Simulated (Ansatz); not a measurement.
# Work function of Pb(100): what the settings cost and change, part 2 of 2

How thick a slab and how much vacuum does the work function of Pb(100) need?

Ansatz 0.2.0; plane-wave DFT, PBE, Ansatz PAW.

So far, work function, upper face (eV): step 2 (run, setting 1 layer) 4.01; step 4 (run, 3 atoms) 3.74; step 5 (run, 4 atoms) 3.72; step 6 (run, 5 atoms) 3.67; step 7 (run, 6 atoms) 3.72.

**8. Slab, 8 atoms**

System of this step: Pb(100). The cell holds 8 atoms: 8 Pb. Cell: a = 3.500 Å, b = 3.500 Å, c = 35.325 Å, α = 90.0°, β = 90.0°, γ = 90.0°. Vacuum lies along c.

input.yaml reads:

```yaml
crystal:
  lattice:
    - [3.5001785669, 0.0, 0.0]
    - [0.0, 3.5001785669, 0.0]
    - [0.0, 0.0, 35.325]
  atoms:
    - { symbol: Pb, position: [0.5, 0.5, 0.2547770701] }
    - { symbol: Pb, position: [0.0, 0.0, 0.3248407643] }
    - { symbol: Pb, position: [0.5, 0.5, 0.3949044586] }
    - { symbol: Pb, position: [0.0, 0.0, 0.4649681529] }
    - { symbol: Pb, position: [0.5, 0.5, 0.5350318471] }
    - { symbol: Pb, position: [0.0, 0.0, 0.6050955414] }
    - { symbol: Pb, position: [0.5, 0.5, 0.6751592357] }
    - { symbol: Pb, position: [0.0, 0.0, 0.7452229299] }
kpoints:
  mp_grid: { grid: [12, 12, 1] }
hamiltonian:
  xc: pbe
scf:
  occupations: { method: fermi_dirac, width: 0.1 }
  convergence: { dr2_threshold: 1.0e-09 }
efield:
  axis: 3
  dipole_correction: true
  ramp_position: 0.97
  ramp_width: 0.06
output:
  write_potential: true
  write_density: true
  volumetric_format: npy
```

On the command line:

```sh
> ansatz run input.yaml --threads 2 --pin off --max-ram 3072MiB --backend cpu --events-out ev --progress --plain --runs-dir out
```

Numbers of over 12 decimals in the logs are rounded to 6 here.

The log of the run:

```text
[...]
Crystal: 8 atoms, lattice volume = 432.775 Å³
Basis set: ecut = 420 eV, 8427 PW (Γ)
Bands: 68, of which v1, the nominal top of the filled ones, is band 56 counted from 1 (55 counted from 0)
Symmetry: 8 space group operations
k-points: 28 of 144
[...]
k-point 0: bands = [... 52 lower, 6.4718, 6.6568, 6.6568, 6.9835, 6.9835, 7.5125, 7.5125, 7.5812, ... 8 higher]
  k-point 1: bands = [... 52 lower, 5.8924, 6.0040, 6.3056, 6.7616, 6.9863, 7.0737, 7.0845, 7.6075, ... 8 higher]
  k-point 2: bands = [... 52 lower, 4.6831, 4.7104, 5.4956, 5.5895, 6.5959, 6.6418, 7.0714, 7.3824, ... 8 higher]
  k-point 27: bands = [... 52 lower, 2.1827, 2.1827, 2.8607, 2.8607, 3.6812, 3.6812, 4.5919, 4.5919, ... 8 higher]
[key lines of the parts left out:]
SCF converged after 8 iterations
Free energy (F): -95250.806119 eV
Fermi energy:    4.556216 eV
Dipole field:    D = 0.000000 V/Å  (p = 0.000000 e·Å, saw-weighted, corrected)
Work function:   Φ+ = 3.7149 eV   Φ− = 3.7149 eV
```

Elapsed: 61 s, on 2 threads of Intel Xeon 6975P-C (Granite Rapids), shared host; peak memory 1.2 GiB; 1.9 min of CPU time.

The work function is 3.715 eV, -0.001 eV from the run “6 layers”, at 1.4 times its CPU time.

**9. Slab, 10 atoms**

System of this step: Pb(100). The cell holds 10 atoms: 10 Pb. Cell: a = 3.500 Å, b = 3.500 Å, c = 40.275 Å, α = 90.0°, β = 90.0°, γ = 90.0°. Vacuum lies along c.

input.yaml, the sections that differ from step 8:

```yaml
crystal:
  lattice:
    - [3.5001785669, 0.0, 0.0]
    - [0.0, 3.5001785669, 0.0]
    - [0.0, 0.0, 40.275]
  atoms:
    - { symbol: Pb, position: [0.5, 0.5, 0.2234636872] }
    - { symbol: Pb, position: [0.0, 0.0, 0.2849162011] }
    - { symbol: Pb, position: [0.5, 0.5, 0.3463687151] }
    - { symbol: Pb, position: [0.0, 0.0, 0.4078212291] }
    - { symbol: Pb, position: [0.5, 0.5, 0.469273743] }
    - { symbol: Pb, position: [0.0, 0.0, 0.530726257] }
    - { symbol: Pb, position: [0.5, 0.5, 0.5921787709] }
    - { symbol: Pb, position: [0.0, 0.0, 0.6536312849] }
    - { symbol: Pb, position: [0.5, 0.5, 0.7150837989] }
    - { symbol: Pb, position: [0.0, 0.0, 0.7765363128] }
# kpoints, hamiltonian, scf, efield, output: as in step 8
```

The log of the run:

```text
[...]
Crystal: 10 atoms, lattice volume = 493.419 Å³
Basis set: ecut = 420 eV, 9595 PW (Γ)
Bands: 84, of which v1, the nominal top of the filled ones, is band 70 counted from 1 (69 counted from 0)
Symmetry: 8 space group operations
k-points: 28 of 144
[...]
k-point 0: bands = [... 66 lower, 7.4212, 7.4212, 7.6272, 7.6272, 7.9872, 7.9872, 8.2709, 8.4663, ... 10 higher]
  k-point 1: bands = [... 66 lower, 6.8183, 6.9098, 7.3735, 7.5264, 7.7036, 7.7299, 7.9989, 8.0857, ... 10 higher]
  k-point 2: bands = [... 66 lower, 5.5317, 5.8934, 6.2521, 6.7130, 7.0724, 7.6878, 7.8376, 7.9517, ... 10 higher]
  k-point 27: bands = [... 66 lower, 3.1347, 3.1347, 3.7024, 3.7024, 4.3694, 4.3694, 5.1065, 5.1065, ... 10 higher]
[key lines of the parts left out:]
SCF converged after 8 iterations
Free energy (F): -119063.631125 eV
Fermi energy:    5.349924 eV
Dipole field:    D = -0.000000 V/Å  (p = -0.000001 e·Å, saw-weighted, corrected)
Work function:   Φ+ = 3.7139 eV   Φ− = 3.7139 eV
```

It took 98 s on 2 threads; peak memory 1.5 GiB; 3.1 min of CPU time.

The work function is 3.714 eV, -0.001 eV from the run “8 layers”, at 1.7 times its CPU time.

**10. Slab, 13 atoms**

System of this step: Pb(100). The cell holds 13 atoms: 13 Pb. Cell: a = 3.500 Å, b = 3.500 Å, c = 47.700 Å, α = 90.0°, β = 90.0°, γ = 90.0°. Vacuum lies along c.

input.yaml, the sections that differ from step 9:

```yaml
crystal:
  lattice:
    - [3.5001785669, 0.0, 0.0]
    - [0.0, 3.5001785669, 0.0]
    - [0.0, 0.0, 47.7]
  atoms:
    - { symbol: Pb, position: [0.0, 0.0, 0.1886792453] }
    - { symbol: Pb, position: [0.5, 0.5, 0.2405660377] }
    - { symbol: Pb, position: [0.0, 0.0, 0.2924528302] }
    - { symbol: Pb, position: [0.5, 0.5, 0.3443396226] }
    - { symbol: Pb, position: [0.0, 0.0, 0.3962264151] }
    - { symbol: Pb, position: [0.5, 0.5, 0.4481132075] }
    - { symbol: Pb, position: [0.0, 0.0, 0.5] }
    - { symbol: Pb, position: [0.5, 0.5, 0.5518867925] }
    - { symbol: Pb, position: [0.0, 0.0, 0.6037735849] }
    - { symbol: Pb, position: [0.5, 0.5, 0.6556603774] }
    - { symbol: Pb, position: [0.0, 0.0, 0.7075471698] }
    - { symbol: Pb, position: [0.5, 0.5, 0.7594339623] }
    - { symbol: Pb, position: [0.0, 0.0, 0.8113207547] }
# kpoints, hamiltonian, scf, efield, output: as in step 9
```

The log of the run:

```text
[...]
Crystal: 13 atoms, lattice volume = 584.385 Å³
Basis set: ecut = 420 eV, 11395 PW (Γ)
Bands: 110, of which v1, the nominal top of the filled ones, is band 91 counted from 1 (90 counted from 0)
Symmetry: 8 space group operations
k-points: 28 of 144
[...]
k-point 0: bands = [... 87 lower, 8.3984, 8.3984, 8.6195, 8.6195, 8.6698, 8.9205, 8.9205, 9.2961, ... 15 higher]
  k-point 1: bands = [... 87 lower, 7.9328, 8.0765, 8.3278, 8.3840, 8.5023, 8.7208, 8.7693, 8.8265, ... 15 higher]
  k-point 2: bands = [... 87 lower, 6.6569, 7.0601, 7.2416, 7.7610, 7.8829, 8.5527, 8.5694, 8.6962, ... 15 higher]
  k-point 27: bands = [... 87 lower, 3.9655, 4.3958, 4.3958, 4.8858, 4.8858, 5.4325, 5.4325, 6.0165, ... 15 higher]
[key lines of the parts left out:]
SCF converged after 8 iterations
Free energy (F): -154782.844442 eV
Fermi energy:    6.218682 eV
Dipole field:    D = -0.000000 V/Å  (p = -0.000000 e·Å, saw-weighted, corrected)
Work function:   Φ+ = 3.7256 eV   Φ− = 3.7256 eV
```

It took 2.4 min on 2 threads; peak memory 2.3 GiB; 4.7 min of CPU time.

The work function is 3.726 eV, +0.012 eV from the run “10 layers”, at 1.5 times its CPU time.

**11. Run, 7 atoms**

System of this step: Pb(100). The cell holds 7 atoms: 7 Pb. Cell: a = 3.500 Å, b = 3.500 Å, c = 24.850 Å, α = 90.0°, β = 90.0°, γ = 90.0°. Vacuum lies along c.

input.yaml, the sections that differ from step 10:

```yaml
crystal:
  lattice:
    - [3.5001785669, 0.0, 0.0]
    - [0.0, 3.5001785669, 0.0]
    - [0.0, 0.0, 24.85]
  atoms:
    - { symbol: Pb, position: [0.0, 0.0, 0.2012072435] }
    - { symbol: Pb, position: [0.5, 0.5, 0.300804829] }
    - { symbol: Pb, position: [0.0, 0.0, 0.4004024145] }
    - { symbol: Pb, position: [0.5, 0.5, 0.5] }
    - { symbol: Pb, position: [0.0, 0.0, 0.5995975855] }
    - { symbol: Pb, position: [0.5, 0.5, 0.699195171] }
    - { symbol: Pb, position: [0.0, 0.0, 0.7987927565] }
# kpoints, hamiltonian, scf, efield, output: as in step 10
```

The log of the run:

```text
[...]
Crystal: 7 atoms, lattice volume = 304.444 Å³
Basis set: ecut = 420 eV, 5927 PW (Γ)
Bands: 59, of which v1, the nominal top of the filled ones, is band 49 counted from 1 (48 counted from 0)
Symmetry: 8 space group operations
k-points: 28 of 144
[...]
k-point 0: bands = [... 45 lower, 7.6825, 8.6980, 8.6980, 9.1229, 9.1229, 9.2495, 9.7201, 9.7916, ... 6 higher]
  k-point 1: bands = [... 45 lower, 7.3715, 7.9405, 8.4826, 8.6397, 8.8024, 9.2226, 9.2443, 9.6708, ... 6 higher]
  k-point 2: bands = [... 45 lower, 6.3040, 6.7890, 7.1862, 7.8304, 8.2566, 9.0719, 9.1111, 9.4768, ... 6 higher]
  k-point 27: bands = [... 45 lower, 3.7974, 4.4585, 4.4585, 5.2847, 5.2847, 6.2888, 6.2888, 6.9687, ... 6 higher]
[key lines of the parts left out:]
SCF converged after 8 iterations
Free energy (F): -83344.391113 eV
Fermi energy:    6.557158 eV
Dipole field:    D = 0.000000 V/Å  (p = 0.000001 e·Å, saw-weighted, corrected)
Work function:   Φ+ = 3.7224 eV (in doubt: plateau slope 6.8e-2 eV/Å)   Φ− = 3.7258 eV (in doubt: plateau slope 4.9e-2 eV/Å)
```

The job ended after 31 s (2 threads; peak memory 0.87 GiB).

The work function is 3.722 eV. The program marks this work function as in doubt.

**12. Run, 7 atoms (run 2)**

The cell differs from the one that the last finished run ended in (c 24.850 → 28.850 Å).

input.yaml, the sections that differ from step 11:

```yaml
crystal:
  lattice:
    - [3.5001785669, 0.0, 0.0]
    - [0.0, 3.5001785669, 0.0]
    - [0.0, 0.0, 28.85]
  atoms:
    - { symbol: Pb, position: [0.0, 0.0, 0.2426343154] }
    - { symbol: Pb, position: [0.5, 0.5, 0.3284228769] }
    - { symbol: Pb, position: [0.0, 0.0, 0.4142114385] }
    - { symbol: Pb, position: [0.5, 0.5, 0.5] }
    - { symbol: Pb, position: [0.0, 0.0, 0.5857885615] }
    - { symbol: Pb, position: [0.5, 0.5, 0.6715771231] }
    - { symbol: Pb, position: [0.0, 0.0, 0.7573656846] }
# kpoints, hamiltonian, scf, efield, output: as in step 11
```

The log of the run:

```text
[...]
Crystal: 7 atoms, lattice volume = 353.449 Å³
Basis set: ecut = 420 eV, 6893 PW (Γ)
Bands: 59, of which v1, the nominal top of the filled ones, is band 49 counted from 1 (48 counted from 0)
Symmetry: 8 space group operations
k-points: 28 of 144
[...]
k-point 0: bands = [... 45 lower, 6.2749, 7.2707, 7.2707, 7.6957, 7.6957, 7.7238, 8.3644, 8.3644, ... 6 higher]
  k-point 1: bands = [... 45 lower, 5.9541, 6.5139, 7.0507, 7.1886, 7.3752, 7.7954, 7.8750, 8.2900, ... 6 higher]
  k-point 2: bands = [... 45 lower, 4.8781, 5.3630, 5.7579, 6.3946, 6.8319, 7.6839, 7.7033, 8.0374, ... 6 higher]
  k-point 27: bands = [... 45 lower, 2.3702, 3.0313, 3.0313, 3.8574, 3.8574, 4.8616, 4.8616, 5.5414, ... 6 higher]
[key lines of the parts left out:]
SCF converged after 8 iterations
Free energy (F): -83344.391304 eV
Fermi energy:    5.130134 eV
Dipole field:    D = -0.000000 V/Å  (p = -0.000000 e·Å, saw-weighted, corrected)
Work function:   Φ+ = 3.7355 eV   Φ− = 3.7355 eV
```

Wall time 38 s (2 threads); peak memory 0.93 GiB.

The work function is 3.735 eV, +0.013 eV from the run “7 layers, 10 Å of vacuum”, at 1.2 times its CPU time.

**13. Slab, 7 atoms**

The cell differs from the one that the last finished run ended in (c 28.850 → 40.850 Å).

input.yaml, the sections that differ from step 12:

```yaml
crystal:
  lattice:
    - [3.5001785669, 0.0, 0.0]
    - [0.0, 3.5001785669, 0.0]
    - [0.0, 0.0, 40.85]
  atoms:
    - { symbol: Pb, position: [0.0, 0.0, 0.3182374541] }
    - { symbol: Pb, position: [0.5, 0.5, 0.3788249694] }
    - { symbol: Pb, position: [0.0, 0.0, 0.4394124847] }
    - { symbol: Pb, position: [0.5, 0.5, 0.5] }
    - { symbol: Pb, position: [0.0, 0.0, 0.5605875153] }
    - { symbol: Pb, position: [0.5, 0.5, 0.6211750306] }
    - { symbol: Pb, position: [0.0, 0.0, 0.6817625459] }
# kpoints, hamiltonian, scf, efield, output: as in step 12
```

The log of the run:

```text
[...]
Crystal: 7 atoms, lattice volume = 500.464 Å³
Basis set: ecut = 420 eV, 9741 PW (Γ)
Bands: 59, of which v1, the nominal top of the filled ones, is band 49 counted from 1 (48 counted from 0)
Symmetry: 8 space group operations
k-points: 28 of 144
[...]
k-point 0: bands = [... 45 lower, 3.6715, 4.6664, 4.6664, 5.0914, 5.0914, 5.1039, 5.7601, 5.7601, ... 6 higher]
  k-point 1: bands = [... 45 lower, 3.3502, 3.9096, 4.4459, 4.5823, 4.7708, 5.1911, 5.2811, 5.7108, ... 6 higher]
  k-point 2: bands = [... 45 lower, 2.2738, 2.7587, 3.1536, 3.7899, 4.2277, 5.0796, 5.1060, 5.4308, ... 6 higher]
  k-point 27: bands = [... 45 lower, -0.2342, 0.4269, 0.4269, 1.2531, 1.2531, 2.2573, 2.2573, 2.9371, ... 6 higher]
[key lines of the parts left out:]
SCF converged after 8 iterations
Free energy (F): -83344.391262 eV
Fermi energy:    2.525820 eV
Dipole field:    D = -0.000000 V/Å  (p = -0.000000 e·Å, saw-weighted, corrected)
Work function:   Φ+ = 3.7355 eV   Φ− = 3.7355 eV
```

Elapsed: 46 s, on 2 threads; peak memory 1.2 GiB.

The work function is 3.735 eV, +0.000 eV from the run “7 layers, 14 Å of vacuum”, at 1.2 times its CPU time.

**14. Comparing the runs**

Times are for 2 threads of Intel Xeon 6975P-C (Granite Rapids), shared host. The runs compared:

```
no.                   setting  work function, upper face (eV)     time  memory (GiB)
  1                   1 layer                           4.014    5.9 s          0.46
  2                  2 layers                           3.608    9.4 s          0.52
  3                  3 layers                           3.735     16 s          0.55
  4                  4 layers                           3.717     23 s          0.67
  5                  5 layers                           3.669     31 s          0.76
  6                  6 layers                           3.716     45 s          0.89
  7                  8 layers                           3.715     61 s           1.2
  8                 10 layers                           3.714     98 s           1.5
  9                 13 layers                           3.726  2.4 min           2.3
 10  7 layers, 10 Å of vacuum                           3.722     31 s          0.87
 11  7 layers, 14 Å of vacuum                           3.735     38 s          0.93
 12  7 layers, 26 Å of vacuum                           3.735     46 s           1.2
```

**15. The same run with other settings**

System of this step: Pb(100) monolayer. The cell holds 1 atom: 1 Pb. Its edges and angles: a = 3.500 Å, b = 3.500 Å, c = 18.000 Å, α = 90.0°, β = 90.0°, γ = 90.0°. Vacuum lies along c.

An input spoilt on purpose, to show how the run answers: it repeats the earlier run “1 layer” with crystal.atoms[0].symbol from Pb to Xx, and scf.max_iter set to 80; its output block differs too.

input.yaml, the sections that differ from step 13:

```yaml
crystal:
  lattice:
    - [3.5001785669, 0.0, 0.0]
    - [0.0, 3.5001785669, 0.0]
    - [0.0, 0.0, 18.0]
  atoms:
    - { symbol: Xx, position: [0.5, 0.5, 0.5] }
scf:
  occupations: { method: fermi_dirac, width: 0.1 }
  convergence: { dr2_threshold: 1.0e-09 }
  max_iter: 80
# kpoints, hamiltonian, efield, output: as in step 13
```

The log of the run:

```text
Error: YAML parse error: error: line 7 column 17: `Xx` is not an element symbol (H … Og, case-exact)
 --> <input>:7:17
  |
5 |     - [0.0, 0.0, 18.0]
6 |   atoms:
7 |     - { symbol: Xx, position: [0.5, 0.5, 0.5] }
  |                 ^ `Xx` is not an element symbol (H … Og, case-exact)
8 | kpoints:
9 |   mp_grid: { grid: [12, 12, 1] }
  |
```

Elapsed: 0.02 s, on 2 threads; peak memory 0.06 GiB.

The program refused the input before any cycle.

The program's message: “Error: YAML parse error: error: line 7 column 17: `Xx` is not an element symbol (H … Og, case-exact)”

The fault put into the input: an unknown element.

**16. Summary of results**

- work function, 1 layer: 4.014 eV
- work function, 2 layers: 3.608 eV
- work function, 6 layers: 3.716 eV
- work function, 13 layers: 3.726 eV

What this shows: The thickest slab gives 3.73 eV, and the settings tried spread the value from 3.61 to 4.01 eV. At 18 Å of vacuum, the slabs from 6 layers on stay within 0.02 eV of the thickest. Going from 10 to 26 Å of vacuum moves it by 0.013 eV. The program marks the value as in doubt in “7 layers, 10 Å of vacuum”. The ladder's slabs use the tabulated experimental lattice constant (two decimals; a low-temperature value for the alkali metals). In 1 run of the series (7 layers, 10 Å of vacuum) the program warns that electrons reach the sawtooth's ramp, which makes dipole and work function less sure.

[Logs are printed without paths, hosts, clocks, repeated set-up lines and the standing remarks that a program may print on its own settings, such as how far it seeks lower states.]

[Hosts, paths, dates, database ids (printed as entryN), source tags and the programs' standing remarks are cut or masked in the printed files.]

[Maps of the electrostatic potential energy from Ansatz leave out the sawtooth potential of an applied field or a dipole correction, so their vacuum need not be flat; planar profiles and work functions include it.]
